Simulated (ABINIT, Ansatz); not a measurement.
# Quasiparticle gap of Na2LiIrF6 (Fm-3m) in ABINIT

Wanted: ground state, empty states, screening and self-energy for Na2LiIrF6 (Fm-3m).

Calculated with ABINIT 10.8.3; LDA and many-body steps on it, plane waves.

Report form: the programs' logs are mostly left out.

## 1. Starting point

It takes space group Fm-3m (No. 225, cubic). The conventional cell has a = 8.010 Å, b = 8.010 Å, c = 8.010 Å, α = 90.00°, β = 90.00°, γ = 90.00°. Nearest to Na lie 12 F at 2.83 Å. Nearest to Li lie 6 F at 1.98 Å. Nearest to Ir lie 6 F at 2.02 Å. Nearest to F lie 1 Li at 1.98 Å and 1 Ir at 2.02 Å and 4 Na at 2.83 Å. Farther neighbours and most contacts between anions are not listed.

The cell and positions are those that the Materials Project relaxed with its own functionals (PBE, PBE+U or r2SCAN), kept fixed. Spin-orbit coupling is left out unless a step names it.

## 2. Ground state

This step: ABINIT 10.8.3; DFT, LDA, plane waves, norm-conserving pseudopotentials.

The ground-state density comes first.

The input, run.abi:

```
acell 3*1.0 Angstrom
rprim 
  0.000000000000 4.004814000000 4.004814000000
  4.004814000000 0.000000000000 4.004814000000
  4.004814000000 4.004814000000 -0.000000000000
ntypat 4
znucl 11 3 77 9
natom 10
typat 1 1 2 3 4 4 4 4 4 4
xred 
  0.750000000000 0.750000000000 0.750000000000
  0.250000000000 0.250000000000 0.250000000000
  0.500000000000 0.500000000000 0.500000000000
  0.000000000000 0.000000000000 0.000000000000
  0.747678000000 0.252322000000 0.252322000000
  0.252322000000 0.252322000000 0.747678000000
  0.252322000000 0.747678000000 0.747678000000
  0.252322000000 0.747678000000 0.252322000000
  0.747678000000 0.252322000000 0.747678000000
  0.747678000000 0.747678000000 0.252322000000
pp_dirpath "pseudos"
pseudos "Na.upf, Li.upf, Ir.upf, F.upf"
ecut 38
ngkpt 4 4 4
nshiftk 1
shiftk 0 0 0
kptopt 1
chksymbreak 0
nband 49
occopt 1
tolvrs 1e-10
nstep 60
prtwf 0
optforces 0
optstress 0
indata_prefix "in"
outdata_prefix "out"
tmpdata_prefix "tmp"
```

Run with:

```bash
$ OMP_NUM_THREADS=1 mpirun -n 4 abinit run.abi > log
```

The job ended after 1.8 min (4 MPI ranks of Arm Neoverse N1, shared host; peak memory 0.5 GiB).

This step gave:

| Quantity | Value |
| --- | --- |
| total energy | -9824.6337 eV |
| gap | 2.036 eV |
| k of the valence top | 0.5, 0.5, 0 |
| k of the conduction bottom | 0.5, 0.5, 0 |
| least direct gap | 2.036 eV |

The gap is direct, at (0.500, 0.500, 0.000).

## 3. Empty states on the mesh, 2×2×2 mesh, 113 bands

The sums over transitions need many empty states on a uniform mesh; this step solves for them.

run.abi, as its differences from that of step 2:

```diff
@@ -23,3 +23,3 @@
 ecut 38
-ngkpt 4 4 4
+ngkpt 2 2 2
 nshiftk 1
@@ -28,9 +28,10 @@
 chksymbreak 0
-nband 49
-occopt 1
-tolvrs 1e-10
+iscf -2
+irdden 1
+istwfk *1
+nband 113
+nbdbuf 10
+tolwfr 1e-09
 nstep 60
-prtwf 0
-optforces 0
-optstress 0
+prtvol 0
 indata_prefix "in"
```

Elapsed: 71 s, on 4 MPI ranks; peak memory 0.41 GiB; 4.7 min of CPU time.

This step gave:

- gap: 2.036 eV
- k of the valence top: 0.5, 0.5, 0
- k of the conduction bottom: 0.5, 0.5, 0
- least direct gap: 2.036 eV
- k points computed: 3
- lowest point of the top converged band, above the valence top: 33.21 eV

On this mesh the gap is 2.036 eV.

## 4. Screening, 2×2×2 mesh, 103 bands, screening to 98 eV

The RPA dielectric matrix is built and inverted for each q.

This step: RPA screening on LDA, plane waves, norm-conserving pseudopotentials.

run.abi, as its differences from that of step 3:

```diff
@@ -28,10 +28,11 @@
 chksymbreak 0
-iscf -2
-irdden 1
 istwfk *1
-nband 113
-nbdbuf 10
-tolwfr 1e-09
-nstep 60
-prtvol 0
+occopt 1
+irdwfk 1
+optdriver 3
+nband 103
+ecuteps 3.6
+inclvkb 2
+awtr 1
+symchi 1
 indata_prefix "in"
```

Elapsed: 53 s, on 4 MPI ranks; peak memory 1.9 GiB.

Numbers from this step:

```
ε∞ with local fields, on this mesh, along the program's q direction : 2.246
the same without local fields                                       : 2.564
plasma frequency                                                    : 29.30 eV
plane waves in the screening matrix                                 : 283
```

Local fields lower ε∞ by 12 %. On a Γ-centred mesh this coarse the value itself is usually too large, while a short band sum pulls it down.

## 5. Self-energy, 2×2×2 mesh, 103 bands, screening to 98 eV

The self-energy is evaluated for the states that the input lists, and the levels follow from it, in one-shot runs by the linearised quasiparticle equation.

This step: G0W0 on LDA, plane waves, norm-conserving pseudopotentials.

run.abi, as its differences from that of step 4:

```diff
@@ -31,8 +31,17 @@
 irdwfk 1
-optdriver 3
+optdriver 4
 nband 103
+gwcalctyp 0
+ecutsigx 38
+symsigma 1
+nkptgw 2
+kptgw 
+  0.5000000000 0.5000000000 0.0000000000
+  0.0000000000 0.0000000000 0.0000000000
+bdgw 
+  39 42
+  38 43
 ecuteps 3.6
-inclvkb 2
-awtr 1
-symchi 1
+irdscr 1
+ppmodel 1
 indata_prefix "in"
```

Wall time 15 s (4 MPI ranks); peak memory 1.3 GiB; 60 s of CPU time.

This step gave:

- G0W0 gap on the points computed: 4.928 eV
- starting gap on the mesh: 2.036 eV
- k of the valence top: 0.5, 0.5, 0
- k of the conduction bottom: 0, 0, 0
- Z at the valence top: 0.819
- Z at the conduction bottom: 0.889
- least direct G0W0 gap on the computed points: 5.231 eV

The gap on the mesh goes from 2.04 eV to 4.93 eV, a correction of +2.89 eV.

Limits: finite bands, cutoff and mesh; no spin polarisation; d states lean on the start; no spin-orbit coupling; coarse k mesh. v1 is the top filled band, c1 the lowest empty one. The levels before and after the correction (eV, zero at the valence-band top of each column):

```csv
,conduction bottom,valence top
Kohn-Sham,2.04,0.00
G0W0,4.93,0.00
```

|  | level | energy (eV) |
| --- | --- | --- |
| Kohn-Sham | (0.5 0.5 0) v2-v1 | 0.000 |
| Kohn-Sham | (0.5 0.5 0) c1 | 2.036 |
| Kohn-Sham | (0.5 0.5 0) c2 | 2.636 |
| Kohn-Sham | Γ v3-v1 | -0.322 |
| Kohn-Sham | Γ c1 | 2.151 |
| Kohn-Sham | Γ c2-c3 | 2.621 |
| G0W0 | (0.5 0.5 0) v2-v1 | 0.000 |
| G0W0 | (0.5 0.5 0) c1 | 5.910 |
| G0W0 | (0.5 0.5 0) c2 | 6.597 |
| G0W0 | Γ v3-v1 | -0.303 |
| G0W0 | Γ c1 | 4.928 |
| G0W0 | Γ c2-c3 | 6.573 |

## 6. Where the time went

Times are wall times on 4 MPI ranks of Arm Neoverse N1, shared host, good to a factor of about two.

```
                    step     time  share  memory (GiB)
            ground state  1.8 min   44 %           0.5
empty states on the mesh     71 s   28 %          0.41
               screening     53 s   21 %           1.9
             self-energy     15 s    6 %           1.3
```

## 7. What came out

| Quantity | Value |
| --- | --- |
| LDA gap | 2.04 eV, direct |
| G0W0 gap on the mesh | 4.93 eV |
| GW settings | 2×2×2 mesh, 103 bands, screening to 98 eV, Godby-Needs plasmon pole |
| known limits | not at the basis limit; no spin polarisation; d states lean on the start; no spin-orbit coupling; coarse k mesh |

In words: G0W0 moves the gap on the mesh from 2.04 eV to 4.93 eV (+2.89 eV), with Z of 0.82 and 0.89 at the edges. Local fields lower the RPA ε∞ on this mesh from 2.56 to 2.25; a Γ-centred mesh this coarse tends to raise both, most where the direct gap is narrow, while a short band sum lowers them. G0W0 makes the gap indirect: the least direct gap computed is 5.23 eV. Only 2 of the mesh's irreducible points were corrected, so a valley elsewhere could overtake. The dearest step here is «ground state». Bands and cutoff are finite, so the gap is not at the basis limit. The miss can reach some tenths of an eV and take either sign; the mesh is an error of its own. In the G0W0 run levels were corrected at 2 k points alone, so a gap called «on the mesh» is the least over those, and an edge elsewhere would be missed. The 2×2×2 mesh is coarse for this cell, which bears on the long-range parts of exchange and screening. The runs have no spin polarisation. For a closed low-spin shell that is the natural state; where a d or f shell is open it is a constraint, and the gap is then not the crystal's own. With d states at the gap, one-shot GW leans hard on its start. The many-body steps are scalar-relativistic: spin-orbit coupling is not in them.

[Paths, hosts, dates, memory and timing lines, banners, echoed tables and standing remarks are left out of the program output.]

[Logs are printed without paths, hosts, clocks, repeated set-up lines and the standing remarks that a program may print on its own settings, such as how far it seeks lower states.]

[Runs of the session that timed out or met a known fault of the program may be left out.]

[Hosts, paths, dates, database ids (printed as entryN), source tags and the programs' standing remarks are cut or masked in the printed files.]

[G0W0 gaps are taken among the corrected bands and points alone; a level outside them can change the order at an edge.]

[Where Ansatz stands beside ABINIT at settings called matched, ABINIT's density can come from a denser mesh and the files from another edition; pairs whose starting gaps differed by over 0.03 eV were left out, so agreement reads better than it is.]
